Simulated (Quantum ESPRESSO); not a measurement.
**MgS (F-43m): from strain to phonon shift**

Wanted: the shift of the optical mode of MgS (F-43m) in a strained (001) layer.

Main program and level: Quantum ESPRESSO 7.5; DFT LDA, scalar-relativistic, plane waves, PseudoDojo norm-conserving pseudopotentials.

## 1. Set-up

Symmetry: F-43m, No. 216, cubic system. The conventional cell has a = 5.596 Å, b = 5.596 Å, c = 5.596 Å, α = 90.00°, β = 90.00°, γ = 90.00°. Nearest to Mg lie 4 S at 2.42 Å. Nearest to S lie 4 Mg at 2.42 Å. Farther neighbours and most contacts between anions are not listed.

Structure file:

```xyz
2
Lattice="-2.7982 0.0000 2.7982 0.0000 2.7982 2.7982 -2.7982 2.7982 0.0000" Properties=species:S:1:pos:R:3 pbc="T T T"
Mg    0.0000    0.0000    0.0000
S    -4.1972    4.1972    4.1972
```

This is the cell after its relaxation at this level of theory, not the database cell from which that began.

## 2. Uniaxial strain

The relaxed cell is stretched along z alone. This keeps all atoms on sites fixed by symmetry and splits the threefold mode into a singlet, polarised along z, and a doublet. The macroscopic field is left out, so these are transverse modes. Cutoff 92 Ry, k mesh 8×8×8.

From the response at ε_zz = 0.01:

Output:

```text
[banners, grids, parts of the stress and lines that vanish by symmetry left out]
Program PHONON v.7.5
     Reading xml data from directory:

[...]
Exchange-correlation= PW
                           (   1   4   0   0   0   0   0)
[...]
kinetic-energy cut-off    =      92.0000  Ry
     charge density cut-off    =     368.0000  Ry
     convergence threshold     =      1.0E-18
[...]
Exchange-correlation= PW
                           (   1   4   0   0   0   0   0)
[...]
q = (   0.0000000   0.0000000   0.0000000 )
      9 Sym.Ops. (with q -> -q+G )
     G cutoff =  526.5055  (  35645 G-vectors)     FFT grid: ( 45, 45, 45)
     number of k points=    59
[...]
Mode symmetry, D_2d (-42m) point group:
[...]
Representation #   1 mode #   1
[...]
End of self-consistent calculation
     Convergence has been achieved
     Representation #   2 mode #   2
[...]
End of self-consistent calculation
     Convergence has been achieved
     Representation #   3 modes #   3   4
[...]
End of self-consistent calculation
     Convergence has been achieved
     Representation #   4 modes #   5   6
[...]
End of self-consistent calculation
     Convergence has been achieved
[...]
q = (    0.000000000   0.000000000   0.000000000 )
[...]
freq (    1) =       0.124884 [THz] =       4.165671 [cm-1]
     freq (    2) =       0.136376 [THz] =       4.549024 [cm-1]
     freq (    3) =       0.136376 [THz] =       4.549024 [cm-1]
     freq (    4) =      10.107302 [THz] =     337.143303 [cm-1]
     freq (    5) =      10.107302 [THz] =     337.143303 [cm-1]
     freq (    6) =      10.186603 [THz] =     339.788507 [cm-1]
[...]
Mode symmetry, D_2d (-42m) point group:
     freq (   1-   1) =          4.2  [cm-1]   --> B_2  X_3  W_2   I+R
     freq (   2-   3) =          4.5  [cm-1]   --> E    X_5  W_3   I+R
     freq (   4-   5) =        337.1  [cm-1]   --> E    X_5  W_3   I+R
     freq (   6-   6) =        339.8  [cm-1]   --> B_2  X_3  W_2   I+R

   JOB DONE.
```

```tsv
ε_zz	singlet (cm⁻¹)	doublet (cm⁻¹)	σ_zz (GPa)	σ_xx (GPa)
-0.01	346.72	349.64	-0.746	-0.561
-0.005	345.06	346.49	-0.370	-0.274
0	343.36	343.36	0.004	0.004
0.005	341.59	340.24	0.376	0.274
0.01	339.79	337.14	0.747	0.535
```

Stress is counted positive in tension.

## 3. The fit

To first order ω² − ω₀² = p ε_zz + q (ε_xx + ε_yy) for the mode along z, and likewise for x and y. With ε_zz alone the singlet gives p and the doublet q.

The linear terms of parabolas through ω² are p = -2.02 ω₀² and q = -3.64 ω₀², with ω₀ = 343.4 cm⁻¹. Those of the stresses are C11 = 75 GPa and C12 = 55 GPa. Under hydrostatic strain p and q imply γ = −(p + 2q)/(6 ω₀²) = 1.55.

A layer held to an in-plane strain ε and free along z takes ε_zz = −2 (C12/C11) ε = -1.468 ε. To first order the singlet then shifts by (q − p C12/C11) ε / ω₀ = -741 ε cm⁻¹. For ε = 0.004, ε_zz = -0.00587, the formulas for ω² predict 340.38 cm⁻¹ for the singlet and 343.14 cm⁻¹ for the doublet.

## 4. A biaxially strained cell

This run was no part of the fit.

Output:

```text
[banners, grids, parts of the stress and lines that vanish by symmetry left out]
[banner, memory and clock lines left out]
Program PHONON v.7.5

[...]
Exchange-correlation= PW
                           (   1   4   0   0   0   0   0)
[...]
kinetic-energy cut-off    =      92.0000  Ry
     charge density cut-off    =     368.0000  Ry
     convergence threshold     =      1.0E-18
[...]
Exchange-correlation= PW
                           (   1   4   0   0   0   0   0)
[...]
q = (   0.0000000   0.0000000   0.0000000 )
      9 Sym.Ops. (with q -> -q+G )
     G cutoff =  520.3052  (  35365 G-vectors)     FFT grid: ( 45, 45, 45)
     number of k points=    59
[...]
Mode symmetry, D_2d (-42m) point group:
[...]
Representation #   1 mode #   1
[...]
End of self-consistent calculation
     Convergence has been achieved
     Representation #   2 mode #   2
[...]
End of self-consistent calculation
     Convergence has been achieved
     Representation #   3 modes #   3   4
[...]
End of self-consistent calculation
     Convergence has been achieved
     Representation #   4 modes #   5   6
[...]
End of self-consistent calculation
     Convergence has been achieved
[...]
q = (    0.000000000   0.000000000   0.000000000 )
[...]
freq (    1) =       0.134607 [THz] =       4.489992 [cm-1]
     freq (    2) =       0.144409 [THz] =       4.816962 [cm-1]
     freq (    3) =       0.144409 [THz] =       4.816962 [cm-1]
     freq (    4) =      10.203955 [THz] =     340.367318 [cm-1]
     freq (    5) =      10.286010 [THz] =     343.104370 [cm-1]
     freq (    6) =      10.286010 [THz] =     343.104370 [cm-1]
[...]
Mode symmetry, D_2d (-42m) point group:
     freq (   1-   1) =          4.5  [cm-1]   --> B_2  X_3  W_2   I+R
     freq (   2-   3) =          4.8  [cm-1]   --> E    X_5  W_3   I+R
     freq (   4-   4) =        340.4  [cm-1]   --> B_2  X_3  W_2   I+R
     freq (   5-   6) =        343.1  [cm-1]   --> E    X_5  W_3   I+R
```

```tsv
mode	predicted (cm⁻¹)	run (cm⁻¹)
singlet	340.38	340.37
doublet	343.14	343.10
```

The stress along z is 0.008 GPa and that in the plane 0.199 GPa; the unstrained cell carries 0.004 GPa.

## 5. What came out

| Property | Result |
| --- | --- |
| p (in units of the squared frequency) | -2.018 |
| q (same units) | -3.641 |
| shift of the singlet per unit of biaxial strain | -741 cm⁻¹ |
| C11 and C12 | 75 and 55 GPa |

What this shows: To first order, one per cent of tensile biaxial strain moves the singlet of MgS (F-43m) by -7.4 cm⁻¹ and the doublet by -0.5 cm⁻¹; the formulas miss the test run by up to 0.04 cm⁻¹. In backscattering from (001) the mode polarised along z is the one seen in diamond and zinc-blende crystals; in a polar crystal it is the LO mode, whose potentials differ somewhat from these. The third potential, r, needs shear strain and a relaxation of the atoms, which was not run. These are harmonic values at zero temperature.

[Host names and launcher messages were left out of these logs when they were recorded.]

[Logs are printed without paths, hosts, clocks, repeated set-up lines and the standing remarks that a program may print on its own settings, such as how far it seeks lower states.]

[Hosts, paths, dates, database ids (printed as entryN), source tags and the programs' standing remarks are cut or masked in the printed files.]
